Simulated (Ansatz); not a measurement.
# Cu wire along [100], 45 atoms a period: bands along the axis

What gap, if any, does the Cu wire along [100], 45 atoms a period have, and how many channels would it open?

Method: DFT PBE, plane waves, PAW; relaxation of a wire's period; PAW set soft_1, in the first sound run; inputs show where later runs differ, in Ansatz 0.2.0.

## (1) The starting structure

The cell holds 45 atoms: 45 Cu. Cell: a = 17.690 Å, b = 17.690 Å, c = 3.630 Å, α = 90.0°, β = 90.0°, γ = 90.0°. Vacuum lies along a and b. The structure's axis is c.

## (2) The relaxed wire

Band widths follow the bond lengths, so the wire is relaxed first. The atoms and the third cell vector are free; the box across stays fixed as vacuum. A Fermi-Dirac smearing is set since the result may be a metal. The pressure printed is a third of the stress's trace over the whole box, vacuum included; only the stress along the axis is relaxed.

File input.yaml:

```yaml
crystal:
  lattice:
    - [17.69, 0.0, 0.0]
    - [0.0, 17.69, 0.0]
    - [0.0, 0.0, 3.63]
  atoms:
    - { symbol: Cu, position: [0.192198982, 0.397399661, 0.0] }
    - { symbol: Cu, position: [0.192198982, 0.602600339, 0.0] }
    - { symbol: Cu, position: [0.294799322, 0.294799322, 0.0] }
    - { symbol: Cu, position: [0.294799322, 0.5, 0.0] }
    - { symbol: Cu, position: [0.294799322, 0.705200678, 0.0] }
    - { symbol: Cu, position: [0.397399661, 0.192198982, 0.0] }
    - { symbol: Cu, position: [0.397399661, 0.397399661, 0.0] }
    - { symbol: Cu, position: [0.397399661, 0.602600339, 0.0] }
    - { symbol: Cu, position: [0.397399661, 0.807801018, 0.0] }
    - { symbol: Cu, position: [0.5, 0.294799322, 0.0] }
    - { symbol: Cu, position: [0.5, 0.5, 0.0] }
    - { symbol: Cu, position: [0.5, 0.705200678, 0.0] }
    - { symbol: Cu, position: [0.602600339, 0.192198982, 0.0] }
    - { symbol: Cu, position: [0.602600339, 0.397399661, 0.0] }
    - { symbol: Cu, position: [0.602600339, 0.602600339, 0.0] }
    - { symbol: Cu, position: [0.602600339, 0.807801018, 0.0] }
    - { symbol: Cu, position: [0.705200678, 0.294799322, 0.0] }
    - { symbol: Cu, position: [0.705200678, 0.5, 0.0] }
    - { symbol: Cu, position: [0.705200678, 0.705200678, 0.0] }
    - { symbol: Cu, position: [0.807801018, 0.397399661, 0.0] }
    - { symbol: Cu, position: [0.807801018, 0.602600339, 0.0] }
    - { symbol: Cu, position: [0.192198982, 0.294799322, 0.5] }
    - { symbol: Cu, position: [0.192198982, 0.5, 0.5] }
    - { symbol: Cu, position: [0.192198982, 0.705200678, 0.5] }
    - { symbol: Cu, position: [0.294799322, 0.192198982, 0.5] }
    - { symbol: Cu, position: [0.294799322, 0.397399661, 0.5] }
    - { symbol: Cu, position: [0.294799322, 0.602600339, 0.5] }
    - { symbol: Cu, position: [0.294799322, 0.807801018, 0.5] }
    - { symbol: Cu, position: [0.397399661, 0.294799322, 0.5] }
    - { symbol: Cu, position: [0.397399661, 0.5, 0.5] }
    - { symbol: Cu, position: [0.397399661, 0.705200678, 0.5] }
    - { symbol: Cu, position: [0.5, 0.192198982, 0.5] }
    - { symbol: Cu, position: [0.5, 0.397399661, 0.5] }
    - { symbol: Cu, position: [0.5, 0.602600339, 0.5] }
    - { symbol: Cu, position: [0.5, 0.807801018, 0.5] }
    - { symbol: Cu, position: [0.602600339, 0.294799322, 0.5] }
    - { symbol: Cu, position: [0.602600339, 0.5, 0.5] }
    - { symbol: Cu, position: [0.602600339, 0.705200678, 0.5] }
    - { symbol: Cu, position: [0.705200678, 0.192198982, 0.5] }
    - { symbol: Cu, position: [0.705200678, 0.397399661, 0.5] }
    - { symbol: Cu, position: [0.705200678, 0.602600339, 0.5] }
    - { symbol: Cu, position: [0.705200678, 0.807801018, 0.5] }
    - { symbol: Cu, position: [0.807801018, 0.294799322, 0.5] }
    - { symbol: Cu, position: [0.807801018, 0.5, 0.5] }
    - { symbol: Cu, position: [0.807801018, 0.705200678, 0.5] }
kpoints:
  mp_grid: { grid: [1, 1, 23] }
scf:
  occupations: { method: fermi_dirac, width: 0.05 }
hamiltonian:
  xc: pbe
  pseudopotentials: { kind: paw, azcp: { folder: soft_1 } }
relax:
  cell: { fix: [a, b, alpha, beta, gamma] }
  max_steps: 45
  f_tol: 0.03
```

Launch:

```console
$ ansatz run input.yaml --threads 16 --pin off --max-ram 61440MiB --backend cuda --events-out ev --progress --plain --runs-dir out --max-vram 78GiB
```

Numbers of over 12 decimals in the logs are rounded to 6 here.

The log of the run:

```text
Engine: ansatz 0.2.0, aarch64-unknown-linux-gnu
Pseudopotentials: kind: paw
Pseudopotential: Cu, paw, valence charge 19, recommended cutoff 420 eV (normal), soft_1/Cu.paw.azcp
Functional definition: PBE
  parameter kappa = 0.804
  parameter beta = 0.066725
  exchange = pbe_x(kappa = kappa, mu = beta*pi^2/3)
  correlation = pbe_c(beta = beta)
[...]
Crystal: 45 atoms, lattice volume = 1135.958 Å³
Basis set: ecut = 420 eV, 22193 PW (Γ), exchange–correlation on 240×240×50 points (8 copies of the dense FFT grid, shifted against one another)
Bands: 513, of which v1, the nominal top of the filled ones, is band 428 counted from 1 (427 counted from 0)
Symmetry: 16 space group operations
Space group: P4/mmm (ITA 123), of the structure as read, at distance tolerance 1.0e-4 Å
k-points: 12 of 23
Non-local potential: Cu, projectors of the file, l = 0: 3, l = 1: 2, l = 2: 3, l = 3: 1
PAW form: soft (Blöchl's): semilocal exchange-correlation on the pseudo side does not see the compensation charge
PAW one-centre angular grid: Cu, 590 points (default); XC on 64 Gauss nodes
Initial density: superposition of atomic densities (neutral atoms: chi_scale 0, normalization atom)
Initial wavefunctions: pseudopotential atomic-orbital guess
[...]
Functional: x = pbe(κ = 0.804, μ = 0.219515), c = pbe(β = 0.066725)
SCF iter   1: F=—  HF=-298150.874985 eV  |F-HF|=—  |Δ(HF+E_count)|=         —  Δρ=1.64e-1  dr2=1.90e2  ethr=3.10e-3  ⟨swp⟩=6.0  Hψ=23289  notcnv=0  defer=252
preconditioner: auto → LDOS  [metal: Δε(μ)=0.008 eV  Ē_g=7.209 eV  σ=0.050 eV  W_gap=0.04  n_scr=370 (ndim 8)  ℏωp=24.5 eV  f_vac=0.466  D(μ)=21.77/eV (n_scr^D=106)  β→1.0]
SCF iter   2: F=—  HF=-298372.158199 eV  |F-HF|=—  |Δ(HF+E_count)|=    2.21e2  Δρ=3.41e-1  dr2=8.23e2  ethr=3.10e-3  ⟨swp⟩=4.0  Hψ=19648  notcnv=0  defer=796  recentre
[...]
SCF iter  15: F=-298116.976168 eV  HF=-298116.976168 eV  |F-HF|=4.48e-9  |Δ(HF+E_count)|=   9.26e-9  Δρ=9.14e-7  dr2=7.81e-9  ethr=1.17e-11  ⟨swp⟩=3.5  Hψ=16565  notcnv=0
SCF 1 converged in 15 iterations: F = -298116.976168 eV  dr2 = 7.81e-9
  greatest PAW one-centre occupation: 1.000 electrons in one spin orbital (limit 2), on the Cu atom at site 42 (counted from 0), in its partial waves of l = 0
relax step   1: F+E_penalty+E_count = -298116.97616768 eV  Δ(F+E_penalty+E_count) = +0.000e0 eV  max|allowed force component| = 5.205e-1 eV/Å  Δτ_max = 0.0000 Å  P = -2.188 GPa  Ω = 1135.958 Å³  fix = [a, b, alpha, beta, gamma]  reactions: a -1.727, b -1.727 GPa  (15 SCF iters, dr2 threshold 1.00e-7 eV, accepted)
[...]
Crystal: 45 atoms, lattice volume = 1120.288 Å³
Basis set: ecut = 420 eV, 21775 PW (Γ), exchange–correlation on 240×240×50 points (8 copies of the dense FFT grid, shifted against one another)
[...]
iter 1 solved again at ethr=2.48e-5 eV; its pass at ethr=3.10e-3 eV (dr2=2.12e-1 eV) is discarded
SCF iter   1: F=—  HF=-298117.474036 eV  |F-HF|=—  |Δ(HF+E_count)|=         —  Δρ=5.66e-3  dr2=2.16e-1  ethr=2.48e-5  ⟨swp⟩=3.5  Hψ=29351  notcnv=0
preconditioner: auto → LDOS  [metal: Δε(μ)=0.023 eV  Ē_g=7.954 eV  σ=0.050 eV  W_gap=0.12  n_scr=370 (ndim 8)  ℏωp=24.7 eV  f_vac=0.467  D(μ)=11.80/eV (n_scr^D=44)  β→1.0]
SCF iter   2: F=—  HF=-298117.753441 eV  |F-HF|=—  |Δ(HF+E_count)|=   2.79e-1  Δρ=1.53e-2  dr2=1.43e0  ethr=2.48e-5  ⟨swp⟩=3.1  Hψ=15114  notcnv=0  recentre
[...]
SCF iter   8: F=-298117.436523 eV  HF=-298117.436525 eV  |F-HF|=2.31e-6  |Δ(HF+E_count)|=   3.35e-7  Δρ=1.77e-5  dr2=2.62e-6  ethr=5.26e-10  ⟨swp⟩=4.0  Hψ=19359  notcnv=0
SCF 2 converged in 8 iterations: F = -298117.436523 eV  dr2 = 2.62e-6
  greatest PAW one-centre occupation: 1.000 electrons in one spin orbital (limit 2), on the Cu atom at site 44 (counted from 0), in its partial waves of l = 0
relax step   2: F+E_penalty+E_count = -298117.43652296 eV  Δ(F+E_penalty+E_count) = -4.604e-1 eV  max|allowed force component| = 2.833e-1 eV/Å  Δτ_max = 0.0448 Å  P = -1.065 GPa  Ω = 1120.288 Å³  energy of the carried Pulay correction = +6.095e-3 eV  fix = [a, b, alpha, beta, gamma]  reactions: a -0.708, b -0.708 GPa  (8 SCF iters, dr2 threshold 4.50e-6 eV, accepted)
[...]
Crystal: 45 atoms, lattice volume = 1091.751 Å³
[...]
SCF 3 converged in 9 iterations: F = -298117.663677 eV  dr2 = 1.95e-6
[...]
SCF 4 converged in 9 iterations: F = -298117.695047 eV  dr2 = 1.55e-7
[...]
SCF 5 converged in 9 iterations: F = -298117.697621 eV  dr2 = 8.13e-9
[...]
SCF 6 converged in 13 iterations: F = -298117.699235 eV  dr2 = 2.20e-11
[...]
SCF 7 converged in 11 iterations: F = -298117.671664 eV  dr2 = 1.06e-10
[...]
SCF converged after 11 iterations
[...]
--- Relaxed structure (6 steps of the walk, 6 accepted, 1 SCFs on fresh bases) ---
  F+E_penalty+E_count = -298117.67166450 eV   max|allowed force component| = 2.083e-3 eV/Å   (the final SCF, on the basis selected at the relaxed cell)
  cell:  # Å, volume = 1076.3508 Å³
    - [17.69, 0, 0]
    - [0, 17.69, 0]
    - [0, 0, 3.439522]
  atoms:
    - { symbol: Cu, position: [0.188532, 0.396540, 0] }
    - { symbol: Cu, position: [0.188532, 0.603460, 0] }
    - { symbol: Cu, position: [0.290096, 0.290096, 0] }
    - { symbol: Cu, position: [0.290325, 0.500000, 0] }
    - { symbol: Cu, position: [0.290096, 0.709904, 0] }
    - { symbol: Cu, position: [0.396540, 0.188532, 0] }
    - { symbol: Cu, position: [0.395706, 0.395706, 0] }
    - { symbol: Cu, position: [0.395706, 0.604294, 0] }
    - { symbol: Cu, position: [0.396540, 0.811468, 0] }
    - { symbol: Cu, position: [0.500000, 0.290325, 0] }
    - { symbol: Cu, position: [0.500000, 0.500000, 0] }
    - { symbol: Cu, position: [0.500000, 0.709675, 0] }
    - { symbol: Cu, position: [0.603460, 0.188532, 0] }
    - { symbol: Cu, position: [0.604294, 0.395706, 0] }
    - { symbol: Cu, position: [0.604294, 0.604294, 0] }
    - { symbol: Cu, position: [0.603460, 0.811468, 0] }
    - { symbol: Cu, position: [0.709904, 0.290096, 0] }
    - { symbol: Cu, position: [0.709675, 0.500000, 0] }
    - { symbol: Cu, position: [0.709904, 0.709904, 0] }
    - { symbol: Cu, position: [0.811468, 0.396540, 0] }
    - { symbol: Cu, position: [0.811468, 0.603460, 0] }
    - { symbol: Cu, position: [0.191577, 0.294403, 0.500000] }
    - { symbol: Cu, position: [0.187446, 0.500000, 0.500000] }
    - { symbol: Cu, position: [0.191577, 0.705597, 0.500000] }
    - { symbol: Cu, position: [0.294403, 0.191577, 0.500000] }
    - { symbol: Cu, position: [0.290849, 0.395785, 0.500000] }
    - { symbol: Cu, position: [0.290849, 0.604215, 0.500000] }
    - { symbol: Cu, position: [0.294403, 0.808423, 0.500000] }
    - { symbol: Cu, position: [0.395785, 0.290849, 0.500000] }
    - { symbol: Cu, position: [0.395259, 0.500000, 0.500000] }
    - { symbol: Cu, position: [0.395785, 0.709151, 0.500000] }
    - { symbol: Cu, position: [0.500000, 0.187446, 0.500000] }
    - { symbol: Cu, position: [0.500000, 0.395259, 0.500000] }
    - { symbol: Cu, position: [0.500000, 0.604741, 0.500000] }
    - { symbol: Cu, position: [0.500000, 0.812554, 0.500000] }
    - { symbol: Cu, position: [0.604215, 0.290849, 0.500000] }
    - { symbol: Cu, position: [0.604741, 0.500000, 0.500000] }
    - { symbol: Cu, position: [0.604215, 0.709151, 0.500000] }
    - { symbol: Cu, position: [0.705597, 0.191577, 0.500000] }
    - { symbol: Cu, position: [0.709151, 0.395785, 0.500000] }
    - { symbol: Cu, position: [0.709151, 0.604215, 0.500000] }
    - { symbol: Cu, position: [0.705597, 0.808423, 0.500000] }
    - { symbol: Cu, position: [0.808423, 0.294403, 0.500000] }
    - { symbol: Cu, position: [0.812554, 0.500000, 0.500000] }
    - { symbol: Cu, position: [0.808423, 0.705597, 0.500000] }
```

Run time: 23 s. Hardware: 1 × NVIDIA GB200 with 16 threads of Arm Neoverse V2, shared host; peak memory 1.6 GiB; 2.6 min of CPU time.

Step by step:

| step | energy less that of the first step (eV) | largest force component (eV/Å) | pressure (GPa) | volume (Å³) |
| --- | --- | --- | --- | --- |
| 1 | 0.0000 | 0.5205 | -2.19 | 1135.96 |
| 2 | -0.4604 | 0.2833 | -1.07 | 1120.29 |
| 3 | -0.6875 | 0.1391 | 0.35 | 1091.75 |
| 4 | -0.7189 | 0.0114 | -0.04 | 1082.32 |
| 5 | -0.7215 | 0.0024 | 0.00 | 1079.22 |
| 6 | -0.7231 | 0.0021 | 0.00 | 1076.35 |
| 7 | -0.6955 | 0.0021 | 0.01 | 1076.35 |

The log counts 1 steps on a newly chosen plane-wave basis, not all of them marked here; energy and pressure can jump at such steps.

The run keeps the 16 symmetry operations that it works with, so distortions that break them were not tested.

```
cell as run  before  after  change
      c (Å)   3.630  3.440  -5.2 %
```

The atoms that moved most (Å, along periodic axes as changes of fractional coordinates times the final cell, across vacuum about the mean position):

| atom | dx | dy | dz | length |
| --- | --- | --- | --- | --- |
| Cu3 | -0.083 | -0.083 | 0.000 | 0.118 |
| Cu5 | -0.083 | 0.083 | 0.000 | 0.118 |
| Cu17 | 0.083 | -0.083 | 0.000 | 0.118 |
| Cu19 | 0.083 | 0.083 | 0.000 | 0.118 |
| Cu44 | 0.084 | 0.000 | 0.000 | 0.084 |
| Cu35 | 0.000 | 0.084 | 0.000 | 0.084 |
| Cu32 | 0.000 | -0.084 | 0.000 | 0.084 |
| Cu23 | -0.084 | 0.000 | 0.000 | 0.084 |

Numbers from this step:

| Quantity | Value |
| --- | --- |
| energy at zero smearing | -298117.6177 eV |
| cell length along the wire | 3.440 Å |

The cell's length comes to 3.440 Å with spin left out.

## (3) Bands of the perfect wire

This step: DFT PBE, plane waves, PAW; bands of a perfect wire; PAW set soft_1 (Ansatz 0.2.0).

At the relaxed period the bands are computed along the axis; those that cross an energy going forward count the channels that a perfect wire would open there.

File input.yaml:

```yaml
crystal:
  lattice:
    - [17.69, 0.0, 0.0]
    - [0.0, 17.69, 0.0]
    - [0.0, 0.0, 3.4395224953]
  atoms:
    - { symbol: Cu, position: [0.188531617, 0.396539653, 0.0] }
    - { symbol: Cu, position: [0.188531617, 0.603460347, 0.0] }
    - { symbol: Cu, position: [0.290095584, 0.290095584, 0.0] }
    - { symbol: Cu, position: [0.290324582, 0.5, 0.0] }
    - { symbol: Cu, position: [0.290095584, 0.709904416, 0.0] }
    - { symbol: Cu, position: [0.396539653, 0.188531617, 0.0] }
    - { symbol: Cu, position: [0.395706422, 0.395706422, 0.0] }
    - { symbol: Cu, position: [0.395706422, 0.604293578, 0.0] }
    - { symbol: Cu, position: [0.396539653, 0.811468383, 0.0] }
    - { symbol: Cu, position: [0.5, 0.290324582, 0.0] }
    - { symbol: Cu, position: [0.5, 0.5, 0.0] }
    - { symbol: Cu, position: [0.5, 0.709675418, 0.0] }
    - { symbol: Cu, position: [0.603460347, 0.188531617, 0.0] }
    - { symbol: Cu, position: [0.604293578, 0.395706422, 0.0] }
    - { symbol: Cu, position: [0.604293578, 0.604293578, 0.0] }
    - { symbol: Cu, position: [0.603460347, 0.811468383, 0.0] }
    - { symbol: Cu, position: [0.709904416, 0.290095584, 0.0] }
    - { symbol: Cu, position: [0.709675418, 0.5, 0.0] }
    - { symbol: Cu, position: [0.709904416, 0.709904416, 0.0] }
    - { symbol: Cu, position: [0.811468383, 0.396539653, 0.0] }
    - { symbol: Cu, position: [0.811468383, 0.603460347, 0.0] }
    - { symbol: Cu, position: [0.191577392, 0.294403478, 0.5] }
    - { symbol: Cu, position: [0.187445532, 0.5, 0.5] }
    - { symbol: Cu, position: [0.191577392, 0.705596522, 0.5] }
    - { symbol: Cu, position: [0.294403478, 0.191577392, 0.5] }
    - { symbol: Cu, position: [0.29084923, 0.395784668, 0.5] }
    - { symbol: Cu, position: [0.29084923, 0.604215332, 0.5] }
    - { symbol: Cu, position: [0.294403478, 0.808422608, 0.5] }
    - { symbol: Cu, position: [0.395784668, 0.29084923, 0.5] }
    - { symbol: Cu, position: [0.395258875, 0.5, 0.5] }
    - { symbol: Cu, position: [0.395784668, 0.70915077, 0.5] }
    - { symbol: Cu, position: [0.5, 0.187445532, 0.5] }
    - { symbol: Cu, position: [0.5, 0.395258875, 0.5] }
    - { symbol: Cu, position: [0.5, 0.604741125, 0.5] }
    - { symbol: Cu, position: [0.5, 0.812554468, 0.5] }
    - { symbol: Cu, position: [0.604215332, 0.29084923, 0.5] }
    - { symbol: Cu, position: [0.604741125, 0.5, 0.5] }
    - { symbol: Cu, position: [0.604215332, 0.70915077, 0.5] }
    - { symbol: Cu, position: [0.705596522, 0.191577392, 0.5] }
    - { symbol: Cu, position: [0.70915077, 0.395784668, 0.5] }
    - { symbol: Cu, position: [0.70915077, 0.604215332, 0.5] }
    - { symbol: Cu, position: [0.705596522, 0.808422608, 0.5] }
    - { symbol: Cu, position: [0.808422608, 0.294403478, 0.5] }
    - { symbol: Cu, position: [0.812554468, 0.5, 0.5] }
    - { symbol: Cu, position: [0.808422608, 0.705596522, 0.5] }
kpoints:
  mp_grid: { grid: [1, 1, 24] }
  band_path: { path: ["Γ", Z], npoints: 90 }
scf:
  occupations: { method: fermi_dirac, width: 0.05 }
hamiltonian:
  xc: pbe
  pseudopotentials: { kind: paw, azcp: { folder: soft_1 } }
output:
  dos: { e_range: [-5, 4] }
  write_potential: true
  write_density: true
  volumetric_format: npy
```

The log of the run:

```text
[...]
Crystal: 45 atoms, lattice volume = 1076.351 Å³
Basis set: ecut = 420 eV, 21087 PW (Γ)
Bands: 513, of which v1, the nominal top of the filled ones, is band 428 counted from 1 (427 counted from 0)
[... 1 set-up line as in the run before ...]
[...]
k-points: 13 of 24
[...]
SCF iter   1: F=—  HF=-298152.630679 eV  |F-HF|=—  |Δ(HF+E_count)|=         —  Δρ=1.71e-1  dr2=1.92e2  ethr=3.10e-3  ⟨swp⟩=6.0  Hψ=25274  notcnv=0  defer=245
[...]
SCF iter   6: F=—  HF=-298117.668123 eV  |F-HF|=—  |Δ(HF+E_count)|=   4.54e-2  Δρ=2.00e-3  dr2=2.65e-2  ethr=1.06e-5  ⟨swp⟩=2.0  Hψ=9223  notcnv=0  defer=886
[...]
SCF iter  12: F=—  HF=-298117.670517 eV  |F-HF|=—  |Δ(HF+E_count)|=   6.79e-7  Δρ=2.37e-5  dr2=5.31e-6  ethr=1.74e-9  ⟨swp⟩=2.0  Hψ=8891  notcnv=0  defer=886
[...]
SCF iter  14: F=-298117.670518 eV  HF=-298117.670518 eV  |F-HF|=3.25e-8  |Δ(HF+E_count)|=   1.07e-7  Δρ=3.02e-6  dr2=6.90e-8  ethr=1.17e-11  ⟨swp⟩=11.6  Hψ=28822  notcnv=0
SCF 1 converged in 14 iterations: F = -298117.670518 eV  dr2 = 6.90e-8
[...]
NSCF: frozen V_eff on 91 k-points
[...]
SCF converged after 14 iterations
[...]
```

The job ended after 26 s (1 × NVIDIA GB200 with 16 threads; peak memory 3.8 GiB; 5.4 min of CPU time).

In the SCF lines HF is the Harris–Foulkes energy and dr2 the Hartree energy of the density residual, in eV; the loop may stop once dr2 is under the threshold and the program's other checks hold. Hψ counts applications of the Hamiltonian.

Numbers from this step:

* energy at zero smearing: -298117.6137 eV
* band gap on the path through both edges: 0 eV

The electronic bands at the labelled points (eV, zero at the Fermi level; # counts the bands kept):

| point | #60 | #61 | #62 | #63 | #64 | #65 | #66 | #67 |
| --- | --- | --- | --- | --- | --- | --- | --- | --- |
| Γ | -0.68 | -0.68 | -0.61 | -0.58 | 0.01 | 0.13 | 0.42 | 0.44 |
| halfway | -0.14 | -0.05 | 0.10 | 0.27 | 0.27 | 0.68 | 0.85 | 0.85 |
| Z | -0.38 | -0.36 | -0.36 | -0.32 | -0.18 | -0.16 | 0.16 | 0.16 |

Between Γ and Z the bands cross the Fermi level 14 times, so a perfect wire would conduct at least 14 G₀, with spin left out.

## (4) Results

* cell length, PBE: 3.440 Å
* ballistic conductance by band crossings, a lower bound, PBE: 14 G₀

Under PBE the cell's length is 3.44 Å, and the bands cross the Fermi level 14 times between Γ and Z, which gives a perfect wire at least 14 G₀ (opposite crossings within one step of the path cancel in such a count).

[Logs are printed without paths, hosts, clocks, repeated set-up lines and the standing remarks that a program may print on its own settings, such as how far it seeks lower states.]

[Hosts, paths, dates, database ids (printed as entryN), source tags and the programs' standing remarks are cut or masked in the printed files.]
